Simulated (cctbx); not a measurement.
# Bi3Ir with cctbx, script by script

Library: cctbx 2025.11. The data are simulated by the first script.

## 1. Simulate the data

run.py:

```python
from cctbx import adptbx, crystal, miller, sgtbx, xray
from cctbx.array_family import flex
from iotbx.shelx import hklf
from scitbx import matrix
import scitbx.random

cs = crystal.symmetry(unit_cell=(7.181, 9.57, 6.497, 90, 90, 90), space_group_symbol='Hall: -P 2ac 2n')  # Pnma
atoms = [  # label, site, U (iso, or U11 U22 U33 U12 U13 U23 in A^2), occupancy
    ("Bi1", (0.9473, 0.75, 0.3486), 0.0026, 1),
    ("Bi2", (0.1514, 0.0722, 0.177), 0.0024, 1),
    ("Ir1", (0.63, 0.75, 0.5604), 0.0026, 1),
]
xs = xray.structure(crystal_symmetry=cs)
for label, site, u, occ in atoms:
    u = adptbx.u_cif_as_u_star(cs.unit_cell(), u) if isinstance(u, tuple) else u
    xs.add_scatterer(xray.scatterer(label, site=site, u=u, occupancy=occ))
xs.set_inelastic_form_factors(0.71073, "sasaki")
xs.show_summary()
p1 = xs.expand_to_p1()
ms = miller.build_set(p1, anomalous_flag=True, d_min=0.84)
flex.set_random_seed(415583)
scitbx.random.set_random_seed(415583)
ms = ms.select(flex.random_double(ms.size()) < 0.7)
i = ms.structure_factors_from_scatterers(p1, algorithm="direct").f_calc().as_intensity_array().data()
i = i * 70000 / flex.max(i)
sig = flex.sqrt(i + flex.pow2(0.04 * i) + 2 ** 2)
noise = scitbx.random.variate(scitbx.random.normal_distribution())(i.size())
data = ms.array(data=i + sig * noise, sigmas=sig).set_observation_type_xray_intensity()
with open("data.hkl", "w") as f:
    data.export_as_shelx_hklf(f)
print("reflections written:", data.size(), " <I/sigma> = %.1f" % flex.mean(data.data() / data.sigmas()))
for h, a, b in list(data.sort("data"))[:12]:
    print("%4d%4d%4d %9.1f %7.1f" % (h + (a, b)))
```

```console
$ python run.py
```

```text
Number of scatterers: 3
At special positions: 2
Unit cell: (7.181, 9.57, 6.497, 90, 90, 90)
Space group: P n m a (No. 62)
reflections written: 2253  <I/sigma> = 16.7
   0   6   0   71738.6  2812.5
   0  -6   0   68327.6  2812.5
   0  -3  -5   38484.5  1527.7
   0  -3  -1   36469.4  1388.8
   0   3  -5   36294.4  1527.7
   0  -3   1   35063.8  1388.8
   0   3  -1   33741.7  1388.8
  -3   3  -4   32686.5  1285.1
   0   3   1   32154.7  1388.8
   3  -3  -4   32106.0  1285.1
  -3   3   4   31928.7  1285.1
   3   3  -4   31750.8  1285.1
```

Run time: 0.3 s on 1 thread of Arm Neoverse V2, with other jobs on the host, peak memory 0.07 GiB.

## 2. Symmetry

run.py:

```python
from cctbx import crystal, sgtbx, statistics
from cctbx.array_family import flex
from iotbx.shelx import hklf

p1 = crystal.symmetry(unit_cell=(7.181, 9.57, 6.497, 90, 90, 90), space_group_symbol="P 1")
raw = hklf.reader(file_name="data.hkl").as_miller_arrays(crystal_symmetry=p1, anomalous=True)[0]
print(raw.size(), "reflections to d = %.3f A" % raw.d_min())
isig = raw.data() / raw.sigmas()
print("centring   violations  <I/sigma> of those")
best = "P"
for c in "ABCIRF":
    a = raw.customized_copy(space_group_info=sgtbx.space_group_info("Hall: %s 1" % c)).sys_absent_flags().data()
    m = flex.mean(isig.select(a))
    print("%5s %10d of %5d %8.1f" % (c, (isig.select(a) > 4).count(True), a.count(True), m))
    if (isig.select(a) > 4).count(True) < 0.01 * a.count(True):
        best = c
raw = raw.select(~raw.customized_copy(space_group_info=sgtbx.space_group_info("Hall: %s 1" % best)).sys_absent_flags().data())
isig = raw.data() / raw.sigmas()
rows = []
for s in sgtbx.space_group_symbol_iterator():
    g = sgtbx.space_group(s)
    if g.conventional_centring_type_symbol() != best or not g.is_compatible_unit_cell(p1.unit_cell(), 1e-3, 0.02):
        continue
    rows.append((s, g))
print("Laue class    unique    Rint  (classes that these axes allow; Friedel mates merged)")
rint = {}
for s, g in rows:
    laue = g.build_derived_patterson_group()
    key = laue.type().hall_symbol()
    if key not in rint:
        m = raw.customized_copy(space_group_info=laue.info(), anomalous_flag=False).merge_equivalents()
        rint[key] = m.r_int()
        print("%-14s %6d %7.3f" % (laue.type().lookup_symbol(), m.array().size(), m.r_int()))
floor = min(rint.values())
good = [(s, g) for s, g in rows if rint[g.build_derived_patterson_group().type().hall_symbol()] < 2 * floor + 0.03]
top = max(g.build_derived_patterson_group().order_z() for s, g in good)
print("space group    extra absences  I>4sigma  <I/sigma>")
for s, g in good:
    laue = g.build_derived_patterson_group()
    if laue.order_z() != top:
        continue
    a = raw.customized_copy(space_group_info=g.info()).sys_absent_flags().data()
    a &= ~raw.customized_copy(space_group_info=laue.info()).sys_absent_flags().data()
    bad = (isig.select(a) > 4).count(True)
    if bad <= 0.03 * a.count(True):
        print("%-16s %8d %10d %9s  %s" % (s.universal_hermann_mauguin(), a.count(True), bad, "%.1f" % flex.mean(isig.select(a)) if a.count(True) else "-", "centric" if g.is_centric() else "acentric"))
laue = max(good, key=lambda t: t[1].build_derived_patterson_group().order_z())[1].build_derived_patterson_group()
f = raw.customized_copy(space_group_info=laue.info(), anomalous_flag=False).merge_equivalents().array().eliminate_sys_absent().f_sq_as_f()
f.set_observation_type_xray_amplitude()
bins = max(3, min(8, f.size() // 12))
f.setup_binner(n_bins=bins)
w = statistics.wilson_plot(f, {e: n / laue.order_z() for e, n in {'Bi': 12.0, 'Ir': 4.0}.items()}, e_statistics=True)
print("Wilson B = %.2f A^2   <|E^2-1|> = %.3f (0.968 centric, 0.736 acentric)   E^2>4: %.1f %%" % (w.wilson_b, w.mean_e_sq_minus_1, w.percent_e_sq_gt_2))
print("shell (A)         n   <I/sigma>")
m = raw.customized_copy(space_group_info=laue.info(), anomalous_flag=False).merge_equivalents().array().eliminate_sys_absent()
for b in m.setup_binner(n_bins=bins).range_used():
    sel = m.binner().selection(b)
    print("%5.2f - %4.2f %6d %8.1f" % (min(m.binner().bin_d_range(b)[0] if m.binner().bin_d_range(b)[0] > 0 else 99, 99), m.binner().bin_d_range(b)[1], sel.count(True), flex.mean((m.data() / m.sigmas()).select(sel))))
```

```console
$ python run.py
```

```text
2253 reflections to d = 0.840 A
centring   violations  <I/sigma> of those
    A        939 of  1159     15.9
    B        894 of  1114     16.0
    C        973 of  1137     16.6
    I        912 of  1139     15.8
    R       1296 of  1509     16.7
    F       1403 of  1705     16.1
Laue class    unique    Rint  (classes that these axes allow; Friedel mates merged)
P -1             1451   0.025
P 1 2/m 1         835   0.028
P 1 1 2/m         852   0.028
P 2/m 1 1         849   0.028
P m m m           500   0.031
space group    extra absences  I>4sigma  <I/sigma>
P 2 2 2                 0          0         -  acentric
P 2 2 21                6          0       0.8  acentric
P 21 2 2                6          0      -0.1  acentric
P 2 21 2                9          0       0.3  acentric
P 21 21 2              15          0       0.1  acentric
P 2 21 21              15          0       0.5  acentric
P 21 2 21              12          0       0.3  acentric
P 21 21 21             21          0       0.3  acentric
P m m 2                 0          0         -  acentric
P 2 m m                 0          0         -  acentric
P m 2 m                 0          0         -  acentric
P 21 m a              103          0       0.0  acentric
P m 2 a               103          0       0.0  acentric
P n m 21              117          0      -0.0  acentric
P n 21 m              117          0      -0.0  acentric
P n 21 a              220          0      -0.0  acentric
P m m m                 0          0         -  centric
P m m a               103          0       0.0  centric
P n m m :1            117          0      -0.0  centric
P n m m :2            117          0      -0.0  centric
P n m a               220          0      -0.0  centric
Wilson B = 0.48 A^2   <|E^2-1|> = 0.895 (0.968 centric, 0.736 acentric)   E^2>4: 2.4 %
shell (A)         n   <I/sigma>
 9.57 - 1.68     77     26.5
 1.68 - 1.33     63     31.3
 1.33 - 1.16     66     33.0
 1.16 - 1.06     56     31.8
 1.06 - 0.98     60     28.3
 0.98 - 0.92     57     33.8
 0.92 - 0.88     62     32.7
 0.88 - 0.84     59     31.9
```

Time: 0.38 s.

## 3. Charge flipping

run.py:

```python
import itertools
from cctbx import crystal, maptbx
from cctbx.array_family import flex
from iotbx.shelx import hklf
from smtbx.ab_initio import charge_flipping as cf

cs = crystal.symmetry(unit_cell=(7.181, 9.57, 6.497, 90, 90, 90), space_group_symbol='Hall: -P 2ac 2n')  # Pnma
raw = hklf.reader(file_name="data.hkl").as_miller_arrays(crystal_symmetry=cs, anomalous=True)[0]
merged = raw.eliminate_sys_absent().merge_equivalents()
fo2 = merged.array().set_observation_type_xray_intensity()
f = fo2.average_bijvoet_mates().f_sq_as_f().resolution_filter(d_min=0.84)
p1 = f.expand_to_p1()
p1.setup_binner_counting_sorted(reflections_per_bin=max(40, p1.size() // 12))
work = p1.array(data=p1.data() / p1.amplitude_quasi_normalisations().data())
flex.set_random_seed(33324)
it = cf.weak_reflection_improved_iterator(delta=None, weak_reflection_fraction=0.1)
it.start(work, phases=flex.random_double(p1.size()) * 6.2832, f_000=0)
it.delta = 1.1 * it.rho_map.sigma()
print("cycle      R  skewness")
for n, st in enumerate(itertools.islice(it, 200)):
    if n % 16 == 0:
        print("%5d %6.3f %8.2f" % (n, st.r1_factor(), st.rho_map.skewness()))
rho = p1.phase_transfer(it.f_calc).fft_map().apply_volume_scaling()
polish = cf.low_density_elimination_iterator(constant_rho_c=rho.sigma())
polish.start(f_obs=p1, phases=it.f_calc, f_000=0)
for _ in range(8):
    next(polish)
print("origin shift          correlation  skewness")
maps = []
for fc, shift, cc in itertools.islice(cf.f_calc_symmetrisations(f, polish.f_calc, 0), 4):
    m = f.phase_transfer(fc).fft_map(symmetry_flags=maptbx.use_space_group_symmetry, resolution_factor=0.25).apply_sigma_scaling()
    maps.append((m.skewness(), cc, m))
    print("%6.3f %6.3f %6.3f %10.3f %9.2f" % (tuple(shift) + (cc, m.skewness())))
skew, cc, m = max((t for t in maps if t[1] > maps[0][1] - 0.04), key=lambda t: t[0])
print("taken: symmetry correlation %.3f, skewness %.2f" % (cc, skew))
peaks = m.peak_search(parameters=maptbx.peak_search_parameters(min_distance_sym_equiv=0.9, max_clusters=8)).all()
sps = cs.special_position_settings(min_distance_sym_equiv=0.5)
print("peak      x       y       z  mult  height/sigma")
for k, (x, h) in enumerate(zip(peaks.sites(), peaks.heights())):
    ss = sps.site_symmetry(x)
    print("Q%-3d %7.4f %7.4f %7.4f %4d %8.1f" % ((k + 1,) + tuple(t % 1 for t in ss.exact_site()) + (ss.multiplicity(), h)))
```

```console
$ python run.py
```

```text
cycle      R  skewness
    0  0.593     0.24
   16  0.492     2.62
   32  0.493     2.79
   48  0.487     2.85
   64  0.466     3.09
   80  0.477     3.01
   96  0.477     3.12
  112  0.472     3.08
  128  0.480     2.77
  144  0.487     2.87
  160  0.471     3.07
  176  0.477     2.82
  192  0.476     2.84
origin shift          correlation  skewness
 0.274  0.054  0.307      0.772      2.05
 0.096  0.019  0.336      0.758      1.37
 0.261  0.227  0.204      0.746      0.73
 0.267  0.386  0.203      0.743      1.39
taken: symmetry correlation 0.772, skewness 2.05
peak      x       y       z  mult  height/sigma
Q1    0.1458  0.7500  0.9646    4     12.3
Q2    0.1356  0.0613  0.1831    8      6.5
Q3    0.2026  0.2500  0.8234    4      4.7
Q4    0.2055  0.5774  0.8248    8      4.4
Q5    0.0348  0.2500  0.6587    4      3.6
Q6    0.0947  0.7500  0.3410    4      3.4
Q7    0.0722  0.7500  0.5288    4      3.2
Q8    0.0379  0.5345  0.2221    8      2.9
```

Time: 0.38 s.

## 4. Refinement (model from the peaks)

run.py:

```python
import math
from cctbx import adptbx, crystal, maptbx, sgtbx, xray
from cctbx.array_family import flex
from cctbx.xray import observations
from iotbx.shelx import hklf
from scitbx.lstbx import normal_eqns_solving
from smtbx import absolute_structure, utils
from smtbx.refinement import constraints, least_squares

cs = crystal.symmetry(unit_cell=(7.181, 9.57, 6.497, 90, 90, 90), space_group_symbol='Hall: -P 2ac 2n')  # Pnma
atoms = [  # label, site, U (iso, or U11 U22 U33 U12 U13 U23 in A^2), occupancy
    ("Bi1", (0.1458, 0.75, 0.9646), 0.0200, 1),
    ("Bi2", (0.1356, 0.0613, 0.1831), 0.0200, 1),
    ("Ir1", (0.2026, 0.25, 0.8234), 0.0200, 1),
]
xs = xray.structure(crystal_symmetry=cs)
for label, site, u, occ in atoms:
    u = adptbx.u_cif_as_u_star(cs.unit_cell(), u) if isinstance(u, tuple) else u
    xs.add_scatterer(xray.scatterer(label, site=site, u=u, occupancy=occ))
xs.set_inelastic_form_factors(0.71073, "sasaki")
raw = hklf.reader(file_name="data.hkl").as_miller_arrays(crystal_symmetry=cs, anomalous=True)[0]
merged = raw.eliminate_sys_absent().merge_equivalents()
fo2 = merged.array().set_observation_type_xray_intensity()
print("Rint %.3f, %d unique reflections to %.2f A" % (merged.r_int(), fo2.size(), fo2.d_min()))
for sc in xs.scatterers():
    sc.flags.set_grad_site(True)
    sc.flags.set_grad_u_aniso(sc.flags.use_u_aniso())
    sc.flags.set_grad_u_iso(sc.flags.use_u_iso())
obs = fo2.as_xray_observations()
extra = {}
rep = constraints.reparametrisation(xs, [], utils.connectivity_table(xs), **extra)
ls = least_squares.crystallographic_ls(obs, rep, weighting_scheme=least_squares.mainstream_shelx_weighting(a=0, b=0))
print("cycle     R1     wR2    GooF  max shift (A)")
for cycle in range(6):
    ls.build_up()
    r1, wr2, goof = ls.r1_factor(cutoff_factor=2)[0], ls.wR2(), ls.goof()
    old = xs.sites_cart()
    normal_eqns_solving.levenberg_marquardt_iterations(ls, n_max_iterations=3, tau=0.0001, step_threshold=1e-7)
    big = flex.max((xs.sites_cart() - old).norms())
    print("%4d %7.4f %7.4f %7.3f %9.5f" % (cycle + 1, r1, wr2, goof, big))
    ls.build_up(objective_only=True)
    if abs(ls.wR2() - wr2) < 5e-5 and big < 5e-4:
        break
ls.build_up()
print("final R1 %.4f wR2 %.4f GooF %.3f  parameters %d  data/parameter %.1f" % (ls.r1_factor(cutoff_factor=2)[0], ls.wR2(), ls.goof(), ls.n_parameters, fo2.size() / ls.n_parameters))
cov = ls.covariance_matrix_and_annotations()
su = dict(zip(cov.annotations, (math.sqrt(max(v, 0)) for v in cov.matrix.matrix_packed_u_diagonal())))
a2 = cs.unit_cell().reciprocal_parameters()[0] ** -2
print("atom        x        y        z      Ueq    occ   su(xyz)  su(Uiso or U11)")
for sc in xs.scatterers():
    s = max(su.get(sc.label + k, 0) for k in (".x", ".y", ".z"))
    npd = "" if sc.is_positive_definite_u(cs.unit_cell()) else "  NPD"
    print("%-5s %8.5f %8.5f %8.5f %8.4f %6.3f %8.5f %7.4f%s" % ((sc.label,) + sc.site + (sc.u_iso_or_equiv(cs.unit_cell()), sc.occupancy, s, su.get(sc.label + ".uiso", su.get(sc.label + ".u11", 0) * a2), npd)))
fo = fo2.f_sq_as_f()
fc = fo.structure_factors_from_scatterers(xs, algorithm="direct").f_calc()
diff = fo.f_obs_minus_f_calc(1 / math.sqrt(ls.scale_factor()), fc).average_bijvoet_mates()
m = diff.fft_map(symmetry_flags=maptbx.use_space_group_symmetry, resolution_factor=0.25).apply_volume_scaling()
print("difference map: max %.2f min %.2f rms %.2f" % (m.statistics().max(), m.statistics().min(), m.statistics().sigma()))
peaks = m.peak_search(parameters=maptbx.peak_search_parameters(min_distance_sym_equiv=0.6, max_clusters=5)).all()
near = xs.closest_distances(peaks.sites(), distance_cutoff=4)
sps = cs.special_position_settings(min_distance_sym_equiv=0.5)
for k, (x, h) in enumerate(zip(peaks.sites(), peaks.heights())):
    ss = sps.site_symmetry(x)
    print("Q%-3d %7.4f %7.4f %7.4f %4d %7.2f  %.2f A from %s" % ((k + 1,) + tuple(t % 1 for t in ss.exact_site()) + (ss.multiplicity(), h, near.smallest_distances[k], xs.scatterers()[near.i_seqs[k]].label)))
```

```console
$ python run.py
```

```text
Rint 0.031, 419 unique reflections to 0.84 A
cycle     R1     wR2    GooF  max shift (A)
   1  0.8991  0.9880  39.976   0.22949
   2  0.8526  0.9727  39.357   0.26552
   3  0.8285  0.9544  38.616   0.14711
   4  0.8214  0.9498  38.431   0.09914
   5  0.8135  0.9482  38.365   0.04603
   6  0.8106  0.9476  38.340   0.02229
final R1 0.8100 wR2 0.9473 GooF 38.328  parameters 10  data/parameter 41.9
atom        x        y        z      Ueq    occ   su(xyz)  su(Uiso or U11)
Bi1    0.14711  0.75000  0.99163   0.0001  1.000  0.00919  0.0141
Bi2    0.11554  0.07319  0.18510   0.0001  1.000  0.00499  0.0121
Ir1    0.20423  0.25000  0.94448   0.0001  1.000  0.00836  0.0147
difference map: max 1166.84 min -362.30 rms 105.32
Q1    0.1460  0.7500  0.9793    4 1204.37  0.08 A from Bi1
Q2    0.1236  0.0731  0.1773    8  913.18  0.08 A from Bi2
Q3    0.1943  0.2500  0.9347    4  734.85  0.10 A from Ir1
Q4    0.1985  0.2500  0.7452    4  468.89  1.30 A from Ir1
Q5    0.0521  0.2500  0.6477    4  455.57  2.22 A from Ir1
```

Time: 0.76 s.

Figures of merit this high mean that the model is still wrong or incomplete.

## 5. Charge flipping

run.py, as its changes from the last script of this kind:

```diff
@@ -13,3 +13,2 @@
-p1.setup_binner_counting_sorted(reflections_per_bin=max(40, p1.size() // 12))
-work = p1.array(data=p1.data() / p1.amplitude_quasi_normalisations().data())
-flex.set_random_seed(33324)
+work = p1
+flex.set_random_seed(33325)
@@ -20,2 +19,2 @@
-for n, st in enumerate(itertools.islice(it, 200)):
-    if n % 16 == 0:
+for n, st in enumerate(itertools.islice(it, 400)):
+    if n % 33 == 0:
```

```console
$ python run.py
```

```text
cycle      R  skewness
    0  0.609     0.25
   33  0.356     3.72
   66  0.344     3.45
   99  0.339     3.43
  132  0.339     3.41
  165  0.340     3.49
  198  0.327     3.50
  231  0.335     3.43
  264  0.322     3.39
  297  0.346     3.40
  330  0.330     3.48
  363  0.343     3.32
  396  0.323     3.45
origin shift          correlation  skewness
 0.026  0.010  0.425      0.801      1.37
 0.022  0.321  0.423      0.802      1.82
 0.206 -0.008  0.436      0.762      0.95
 0.209  0.362  0.418      0.741      0.85
taken: symmetry correlation 0.802, skewness 1.82
peak      x       y       z  mult  height/sigma
Q1    0.0522  0.2500  0.3212    4     10.7
Q2    0.1385  0.7500  0.0558    4      7.1
Q3    0.1449  0.0711  0.8386    8      5.9
Q4    0.1417  0.7500  0.2918    4      5.8
Q5    0.2470  0.2500  0.3656    4      5.5
Q6    0.0922  0.1248  0.0384    8      3.1
Q7    0.2003  0.0877  0.3248    8      2.7
Q8    0.0143  0.7500  0.2036    4      2.5
```

Time: 0.45 s.

## 6. Refinement (model from the peaks)

run.py, as its changes from the last script of this kind:

```diff
@@ -12,3 +12,3 @@
-    ("Bi1", (0.1458, 0.75, 0.9646), 0.0200, 1),
-    ("Bi2", (0.1356, 0.0613, 0.1831), 0.0200, 1),
-    ("Ir1", (0.2026, 0.25, 0.8234), 0.0200, 1),
+    ("Ir1", (0.0522, 0.25, 0.3212), 0.0200, 1),
+    ("Bi1", (0.1385, 0.75, 0.0558), 0.0200, 1),
+    ("Bi2", (0.1449, 0.0711, 0.8386), 0.0200, 1),
```

```console
$ python run.py
```

```text
Rint 0.031, 419 unique reflections to 0.84 A
cycle     R1     wR2    GooF  max shift (A)
   1  0.6862  0.9311  37.675   0.17651
   2  0.0162  0.0520   2.104   0.00153
   3  0.0154  0.0491   1.985   0.00000
final R1 0.0154 wR2 0.0491 GooF 1.985  parameters 10  data/parameter 41.9
atom        x        y        z      Ueq    occ   su(xyz)  su(Uiso or U11)
Ir1    0.05268  0.25000  0.34858   0.0007  1.000  0.00006  0.0002
Bi1    0.12998  0.75000  0.06041   0.0046  1.000  0.00007  0.0002
Bi2    0.15139  0.07220  0.82299   0.0024  1.000  0.00004  0.0002
difference map: max 2.99 min -2.71 rms 0.41
Q1    0.0949  0.2500  0.3460    4    3.03  0.30 A from Ir1
Q2    0.1944  0.7500  0.2104    4    1.21  1.08 A from Bi1
Q3    0.2320  0.7500  0.5958    4    1.09  2.08 A from Ir1
Q4    0.1515  0.7500  0.8784    4    1.05  1.19 A from Bi1
Q5    0.1679  0.7500  0.3860    4    0.94  2.13 A from Bi1
```

It took 0.47 s on 1 thread of Arm Neoverse V2 (shared host), peak memory 0.09 GiB.

[Logs are printed without paths, hosts, clocks, repeated set-up lines and the standing remarks that a program may print on its own settings, such as how far it seeks lower states.]
